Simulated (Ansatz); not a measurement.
## Meshes and cutoff for the phonons of NaCl (Fm-3m)

Wanted: convergence of the phonons of NaCl (Fm-3m) against cost.

Main program and level: Ansatz 0.2.0; DFT PBEsol, scalar-relativistic, plane waves, PAW.

This is a report of a sequence of runs, with most program output left out.

The database entry behind the starting cell differs from later determinations by our own check (an axis about 0.4 % short against later determinations), so it need not match the best structure at ambient conditions.

## (1) The structure

Symmetry: Fm-3m, No. 225, cubic system. The conventional cell has a = 5.602 Å, b = 5.602 Å, c = 5.602 Å, α = 90.00°, β = 90.00°, γ = 90.00°. Nearest to Na lie 6 Cl at 2.80 Å. Nearest to Cl lie 6 Na at 2.80 Å. Farther neighbours and most contacts between anions are not listed.

## (2) Relaxing to small forces for the phonons

Phonons need a cell at rest on their own settings, so the relaxation is repeated with tight tolerances on forces and stress, using the mesh and the filling of the phonon run that follows.

input.yaml

```yaml
crystal:
  lattice:
    - [0.0, 2.8009522132, 2.8009522132]
    - [2.8009522132, 0.0, 2.8009522132]
    - [2.8009522132, 2.8009522132, 0.0]
  atoms:
    - { symbol: Na, position: [0.0, 0.0, 0.0] }
    - { symbol: Cl, position: [0.5, 0.5, 0.5] }
kpoints:
  mp_grid: { grid: [8, 8, 8] }
hamiltonian:
  xc: pbesol
scf:
  occupations: { method: fixed }
output:
  forces: true
  stress: true
  eigenvalues: true
relax:
  adjacent_minimum: "off"
  f_tol: 0.001
  max_steps: 60
  cell: { stress_tol: 0.01 }
```

Run with:

```sh
> ansatz run input.yaml --threads 4 --pin off --max-ram 7168MiB --backend cpu --events-out ev --progress --plain --runs-dir out
```

The job ended after 0.89 s (4 threads of Arm Neoverse V1, shared host; peak memory 0.29 GiB; 2.7 s of CPU time).

Little changed from the start: no atom moved by 0.005 Å and no cell edge by 0.1 %.

Numbers from this step:

* pressure: 0.002092 GPa
* gap on the k-mesh: 5.011 eV
* volume per atom: 21.97 Å³
* direct gap on mesh: 5.011 eV

The forces vanish by symmetry and the pressure is 0.002 GPa, within the tolerances set. The cell now holds 21.97 Å³/atom.

## (3) Phonons on a q mesh

Stability and thermal properties need the whole zone. Linear response on a 4×4×4 q mesh gives force constants as far as a supercell of that size would, and the tensors from the zone-centre run are typed in so that the long-range dipole term is interpolated apart.

input.yaml, the sections that differ from step 2:

```yaml
output:
  eigenvalues: true
phonons:
  method: dfpt
  qmesh: [4, 4, 4]
  temperatures: { t_max: 1000, t_step: 50 }
  qpath:
    path:
      - [[0.0, 0.0, 0.0], [0.5, 0.0, 0.5], [0.625, 0.25, 0.625]]
      - [[0.375, 0.375, 0.75], [0.0, 0.0, 0.0], [0.5, 0.5, 0.5], [0.5, 0.25, 0.75], [0.5, 0.0, 0.5]]
    npoints: 10
  non_analytic_term:
    high_frequency_dielectric_tensor: [[2.5662, 0.0, 0.0], [0.0, 2.5662, 0.0], [0.0, 0.0, 2.5662]]
    born_effective_charges:
      - { species: Na, tensor: [[1.0918, 0.0, 0.0], [0.0, 1.0918, 0.0], [0.0, 0.0, 1.0918]] }
      - { species: Cl, tensor: [[-1.0918, 0.0, 0.0], [0.0, -1.0918, 0.0], [0.0, 0.0, -1.0918]] }
    source: "zone-centre run at this cell"
# crystal, kpoints, hamiltonian, scf: as in step 2
# relax: removed
```

Elapsed: 60 s, on 4 threads; peak memory 0.82 GiB.

This step gave:

```yaml
sum_rule_residual_before_enforcement: 4.03e-5 eV/Å²
lowest_frequency_on_the_path: 0 cm⁻¹
point_group: m-3m
highest_frequency_on_the_path_or_at_a_solved_wavevector: 254.9 cm⁻¹
mean_frequency: 142.3 cm⁻¹
debye_temperature_second_moment: 276 K
logarithmic_mean_frequency: 135 cm⁻¹
highest_optical_mode_at_the_zone_centre_no_lo_to_term: 166.4 cm⁻¹
lowest_optical_zone_centre_mode: 166.4 cm⁻¹
lowest_mode_on_the_q_mesh_acoustic_modes_at_gamma_apart: 59.99 cm⁻¹
zero_point_energy_per_atom: 26.47 meV
heat_capacity_at_300_k: 23.92 J/(mol atoms K)
vibrational_entropy_at_300_k: 36.30 J/(mol atoms K)
```

Frequencies (cm⁻¹) solved at each irreducible wavevector; negative means imaginary. Frequencies by wavevector, by row:

```
q in reciprocal lattice units  star  mode 1  mode 2  mode 3  mode 4  mode 5  mode 6
                        0 0 0     1       0       0       0   166.4   166.4   166.4
                     0 0 0.25     8    70.7    70.7     107   157.6   157.6   242.8
                     0 0 -0.5     4   115.1   115.1   136.6   136.6   171.2   216.3
                  0 0.25 0.25     6      60      60   132.2   170.6   170.6   204.4
                  0 0.25 -0.5    24    93.6   120.7     135   160.7     173   189.6
                 0 0.25 -0.25    12    93.7   114.8   136.5   149.9   175.4   201.7
                  0 -0.5 -0.5     3    81.2    81.2   135.7   174.7   174.7   185.5
              0.25 -0.5 -0.25     6   114.5   114.5     135   155.4   180.1   180.1
```

Interpolated from a 4×4×4 q mesh, with the LO-TO term (at Γ the limit along the path; where Γ stands inside the path, tables give the limit on arrival). Phonon branches along the path, in cm⁻¹:

```csv
point,branch 1,branch 2,branch 3,branch 4,branch 5,branch 6
Γ,0,0,0,166,166,255
halfway,60,60,132,171,171,204
X,81,81,136,175,175,186
halfway,86,97,133,172,176,185
U,98,126,129,162,178,182
jump to K,98,126,129,162,178,182
halfway,72,93,125,145,173,225
Γ,0,0,0,166,166,255
halfway,71,71,107,158,158,243
L,115,115,137,137,171,216
halfway,111,118,141,153,174,191
W,114,114,135,155,180,180
halfway,93,106,131,169,176,184
X,81,81,136,175,175,186
```

Symmetry leaves 8 wavevectors to solve. The lowest mode among them, the acoustic zeros apart, lies at q = (0, 0.25, 0.25) and is real, 60.0 cm⁻¹.

## (4) Another q mesh, q mesh 2×2×2

The q mesh is changed to 2×2×2, to see how far the force constants must reach.

input.yaml, as its differences from that of step 3:

```diff
@@ -18,3 +18,3 @@
   method: dfpt
-  qmesh: [4, 4, 4]
+  qmesh: [2, 2, 2]
   temperatures: { t_max: 1000, t_step: 50 }
```

The job ended after 10 s (4 threads; peak memory 0.49 GiB; 39 s of CPU time).

This step gave:

| Property | Result |
| --- | --- |
| logarithmic mean frequency | 134.8 cm⁻¹ |
| lowest mode on the q mesh (acoustic modes at Γ apart) | 81.2 cm⁻¹ |
| zero-point energy per atom | 26.46 meV |
| vibrational entropy at 300 K | 36.34 J/(mol atoms K) |

Frequencies (cm⁻¹) solved at each irreducible wavevector; negative means imaginary. Frequencies by wavevector, by row:

```
q in reciprocal lattice units  star  mode 1  mode 2  mode 3  mode 4  mode 5  mode 6
                        0 0 0     1       0       0       0   166.4   166.4   166.4
                     0 0 -0.5     4   115.1   115.1   136.6   136.6   171.2   216.3
                  0 -0.5 -0.5     3    81.2    81.2   135.7   174.7   174.7   185.5
```

Interpolated from a 2×2×2 q mesh, rough between the solved points, with the LO-TO term (at Γ the limit along the path; where Γ stands inside the path, tables give the limit on arrival). The phonon branches at the labelled points (cm⁻¹):

| point | branch 1 | branch 2 | branch 3 | branch 4 | branch 5 | branch 6 |
| --- | --- | --- | --- | --- | --- | --- |
| Γ | 0 | 0 | 0 | 166 | 166 | 255 |
| halfway | 62 | 62 | 133 | 174 | 174 | 207 |
| X | 81 | 81 | 136 | 175 | 175 | 186 |
| halfway | 84 | 96 | 132 | 172 | 176 | 185 |
| U | 92 | 123 | 128 | 162 | 178 | 185 |
| jump to K | 92 | 123 | 128 | 162 | 178 | 185 |
| halfway | 72 | 97 | 126 | 140 | 177 | 226 |
| Γ | 0 | 0 | 0 | 166 | 166 | 255 |
| halfway | 73 | 73 | 108 | 156 | 156 | 243 |
| L | 115 | 115 | 137 | 137 | 171 | 216 |
| halfway | 108 | 110 | 145 | 151 | 172 | 196 |
| W | 111 | 111 | 133 | 151 | 183 | 183 |
| halfway | 91 | 104 | 129 | 168 | 178 | 185 |
| X | 81 | 81 | 136 | 175 | 175 | 186 |

The mean frequency is 142.3 cm⁻¹, +0.0 cm⁻¹ against the base run.

The highest branch reaches 255 cm⁻¹ on this path, at Γ. No branch goes imaginary on this path.

## (5) Another q mesh, k-mesh 9×9×9, q mesh 3×3×3

The q mesh is changed to 3×3×3, to see how far the force constants must reach; the k mesh is 9×9×9, against 8×8×8 in the base run, so that the q mesh divides it.

input.yaml, as its differences from that of step 4:

```diff
@@ -9,3 +9,3 @@
 kpoints:
-  mp_grid: { grid: [8, 8, 8] }
+  mp_grid: { grid: [9, 9, 9] }
 hamiltonian:
@@ -18,3 +18,3 @@
   method: dfpt
-  qmesh: [2, 2, 2]
+  qmesh: [3, 3, 3]
   temperatures: { t_max: 1000, t_step: 50 }
```

Elapsed: 38 s, on 4 threads; peak memory 0.73 GiB; 2.4 min of CPU time.

Frequencies (cm⁻¹) solved at each irreducible wavevector; negative means imaginary. Frequencies by wavevector, by row:

```csv
q in reciprocal lattice units,star,mode 1,mode 2,mode 3,mode 4,mode 5,mode 6
0 0 0,1,0,0,0,166.4,166.4,166.4
0 0 0.3333,8,90.5,90.5,136.8,150.7,150.7,233.5
0 0.3333 0.3333,6,71.9,71.9,160.2,172.7,172.7,174.7
0 0.3333 -0.3333,12,106.6,116.6,149.9,151.6,178,180.3
```

The mean frequency is 142.2 cm⁻¹, -0.1 cm⁻¹ against the base run, whose k mesh differs too.

## (6) Another q mesh, k-mesh 12×12×12, q mesh 6×6×6

The q mesh is changed to 6×6×6, to see how far the force constants must reach; the k mesh is 12×12×12, against 8×8×8 in the base run, so that the q mesh divides it.

input.yaml, as its differences from that of step 5:

```diff
@@ -9,3 +9,3 @@
 kpoints:
-  mp_grid: { grid: [9, 9, 9] }
+  mp_grid: { grid: [12, 12, 12] }
 hamiltonian:
@@ -18,3 +18,3 @@
   method: dfpt
-  qmesh: [3, 3, 3]
+  qmesh: [6, 6, 6]
   temperatures: { t_max: 1000, t_step: 50 }
```

Run time: 10 min. Hardware: 4 threads; peak memory 1.9 GiB.

The mean frequency is 142.3 cm⁻¹, +0.0 cm⁻¹ against the base run, whose k mesh differs too.

## (7) The series together

Times are for 4 threads of Arm Neoverse V1, shared host. The runs compared:

| no. | q mesh | k-mesh | mean frequency (cm⁻¹) | zero-point energy per atom (meV) | lowest frequency on the path (cm⁻¹) | time | memory (GiB) |
| --- | --- | --- | --- | --- | --- | --- | --- |
| 1 | 2×2×2 | 8×8×8 | 142.3 | 26.46 | 0 | 10 s | 0.49 |
| 2 | 3×3×3 | 9×9×9 | 142.2 | 26.45 | 0 | 38 s | 0.73 |
| 3 | 6×6×6 | 12×12×12 | 142.3 | 26.47 | 0 | 10 min | 1.9 |

The runs together. Phonon density of states against wavenumber; read off at these points; values in 1/cm⁻¹/cell:

```
wavenumber (cm⁻¹)  2×2×2, 8×8×8  3×3×3, 9×9×9  6×6×6, 12×12×12
                1             0             0                0
                7        5.0e-5        7.0e-5           5.0e-5
               15        3.0e-4        5.5e-4           4.0e-4
               21        6.5e-4       0.00102           8.1e-4
               29       0.00145       0.00199           0.0016
               35       0.00215       0.00284          0.00242
               43       0.00348       0.00432          0.00382
               49       0.00473       0.00575          0.00512
               55       0.00653       0.00735           0.0069
               63       0.00959        0.0100          0.00987
               69        0.0128        0.0126           0.0130
               77        0.0202        0.0178           0.0193
               83        0.0339        0.0262           0.0294
               91        0.0368        0.0323           0.0324
               97        0.0387        0.0353           0.0351
              103        0.0433        0.0391           0.0384
              111        0.0452        0.0441           0.0484
              115        0.0666        0.0538           0.0431
              117        0.0483        0.0673           0.0606
              125        0.0102        0.0125           0.0205
              131        0.0436        0.0297           0.0318
              137        0.0577        0.0686           0.0845
              139        0.0505        0.0642           0.0652
              145        0.0325        0.0343           0.0288
              153        0.0483        0.0439           0.0434
              155        0.0664        0.0533           0.0481
              159        0.0492        0.0587           0.0626
              165        0.0529        0.0582           0.0624
              173        0.0696        0.0893           0.0742
              177        0.0804        0.0852           0.0869
              179        0.0638        0.0385           0.0704
              185        0.0704        0.0188           0.0256
              187        0.0239        0.0173           0.0168
              193        0.0169        0.0146           0.0142
              201        0.0149        0.0136           0.0129
              207        0.0144        0.0133           0.0125
              213        0.0144        0.0133           0.0124
              221        0.0105        0.0101          0.00953
              227       0.00866       0.00847          0.00799
              235       0.00673       0.00672          0.00632
              241       0.00539        0.0054          0.00512
              249        0.0033       0.00335          0.00325
              255        7.0e-5        9.0e-5           1.3e-4
```

The runs together, line C_V. Table of C_V by temperature; values in J/mol-atom/K:

```
temperature (K)  2×2×2, 8×8×8  3×3×3, 9×9×9  6×6×6, 12×12×12
              0             0             0                0
             50          8.21          8.18             8.16
            100          17.7          17.7             17.7
            150          21.2          21.2             21.2
            200          22.7          22.7             22.7
            250          23.5          23.5             23.5
            300          23.9          23.9             23.9
            350          24.2          24.2             24.2
            400          24.4          24.4             24.4
            450          24.5          24.5             24.5
            500          24.6          24.6             24.6
            550          24.6          24.6             24.6
            600          24.7          24.7             24.7
            650          24.7          24.7             24.7
            700          24.7          24.8             24.8
            750          24.8          24.8             24.8
            800          24.8          24.8             24.8
            850          24.8          24.8             24.8
            900          24.8          24.8             24.8
            950          24.8          24.8             24.8
           1000          24.8          24.8             24.8
```

## (8) Another k mesh, k-mesh 2×2×2, q mesh 2×2×2

The k mesh is changed to 2×2×2 on a small fixed q mesh, to find the coarsest that serves.

input.yaml, the sections that differ from step 6:

```yaml
kpoints:
  mp_grid: { grid: [2, 2, 2] }
phonons:
  method: dfpt
  dielectric: true
  rigid_motions: translations
  qmesh: [2, 2, 2]
  temperatures: { t_max: 1000, t_step: 50 }
  qpath:
    path:
      - [[0.0, 0.0, 0.0], [0.5, 0.0, 0.5], [0.625, 0.25, 0.625]]
      - [[0.375, 0.375, 0.75], [0.0, 0.0, 0.0], [0.5, 0.5, 0.5], [0.5, 0.25, 0.75], [0.5, 0.0, 0.5]]
    npoints: 10
# crystal, hamiltonian, scf, output: as in step 6
```

Run time: 5.4 s. Hardware: 4 threads; peak memory 0.36 GiB.

The run finished; it serves as a test, and its numbers are not taken as the result.

## (9) Another k mesh, k-mesh 4×4×4, q mesh 2×2×2

The k mesh is changed to 4×4×4 on a small fixed q mesh, to find the coarsest that serves.

input.yaml, as its differences from that of step 8:

```diff
@@ -9,3 +9,3 @@
 kpoints:
-  mp_grid: { grid: [2, 2, 2] }
+  mp_grid: { grid: [4, 4, 4] }
 hamiltonian:
```

The job ended after 6 s (4 threads; peak memory 0.39 GiB; 20 s of CPU time).

The run finished; it serves as a test, and its numbers are not taken as the result.

## (10) Another k mesh, k-mesh 6×6×6, q mesh 2×2×2

The k mesh is changed to 6×6×6 on a small fixed q mesh, to find the coarsest that serves.

input.yaml, as its differences from that of step 9:

```diff
@@ -9,3 +9,3 @@
 kpoints:
-  mp_grid: { grid: [4, 4, 4] }
+  mp_grid: { grid: [6, 6, 6] }
 hamiltonian:
```

It took 9.6 s on 4 threads; peak memory 0.47 GiB; 34 s of CPU time.

The highest optical mode at the zone centre (no LO-TO term) is 166.4 cm⁻¹, +0.0 cm⁻¹ against the base run.

## (11) Another k mesh, q mesh 2×2×2

The k mesh is changed to 8×8×8 on a small fixed q mesh, to find the coarsest that serves.

input.yaml, as its differences from that of step 10:

```diff
@@ -9,3 +9,3 @@
 kpoints:
-  mp_grid: { grid: [6, 6, 6] }
+  mp_grid: { grid: [8, 8, 8] }
 hamiltonian:
```

Wall time 12 s (4 threads); peak memory 0.49 GiB; 44 s of CPU time.

The highest optical mode at the zone centre (no LO-TO term) is 166.4 cm⁻¹, +0.0 cm⁻¹ against the base run.

## (12) Another k mesh, k-mesh 12×12×12, q mesh 2×2×2

The k mesh is changed to 12×12×12 on a small fixed q mesh, to find the coarsest that serves.

input.yaml, as its differences from that of step 11:

```diff
@@ -9,3 +9,3 @@
 kpoints:
-  mp_grid: { grid: [8, 8, 8] }
+  mp_grid: { grid: [12, 12, 12] }
 hamiltonian:
```

Wall time 33 s (4 threads); peak memory 0.85 GiB.

The highest optical mode at the zone centre (no LO-TO term) is 166.4 cm⁻¹, +0.0 cm⁻¹ against the base run.

## (13) Side by side

Times are for 4 threads of Arm Neoverse V1, shared host. Results by setting:

```
no.    k-mesh  lowest mode on the q mesh (acoustic modes at Γ apart) (cm⁻¹)  highest frequency on the path or at a solved wavevector (cm⁻¹)   time  memory (GiB)
  1     6×6×6                                                          81.2                                                           254.9  9.6 s          0.47
  2     8×8×8                                                          81.2                                                           254.9   12 s          0.49
  3  12×12×12                                                          81.2                                                           254.9   33 s          0.85
```

The phonon density of states has structure finer than the step of the table below, so its rows give means over 10 cm⁻¹, whole bins alone (the curve runs from 1 to 255 cm⁻¹). Peaks (cm⁻¹: height): 6×6×6 105.0: 0.0489, 115.0: 0.0666, 137.0: 0.0577, 155.0: 0.0664, 177.0: 0.0804, 185.0: 0.0703; 8×8×8 = 12×12×12 105.0: 0.0488, 115.0: 0.0666, 137.0: 0.0577, 155.0: 0.0664, 177.0: 0.0804, 185.0: 0.0704.

The runs together. Phonon density of states against wavenumber; means over each step; values in 1/cm⁻¹/cell:

```
wavenumber (cm⁻¹)    6×6×6  8×8×8 = 12×12×12
               10   1.1e-4            1.1e-4
               20   6.3e-4            6.3e-4
               30  0.00155           0.00155
               40  0.00295           0.00295
               50  0.00508           0.00508
               60  0.00832           0.00832
               70   0.0137            0.0137
               80   0.0266            0.0266
               90   0.0363            0.0363
              100   0.0411            0.0411
              110   0.0464            0.0464
              120   0.0309            0.0309
              130   0.0386            0.0386
              140   0.0468            0.0468
              150   0.0399            0.0399
              160   0.0527            0.0527
              170   0.0677            0.0676
              180   0.0588            0.0588
              190   0.0245            0.0246
              200   0.0152            0.0152
              210   0.0144            0.0144
              220   0.0113            0.0113
              230  0.00796           0.00796
              240  0.00565           0.00565
              250  0.00274           0.00275
```

[end of part 1 of 2]

[Logs are printed without paths, hosts, clocks, repeated set-up lines and the standing remarks that a program may print on its own settings, such as how far it seeks lower states.]

[Hosts, paths, dates, database ids (printed as entryN), source tags and the programs' standing remarks are cut or masked in the printed files.]
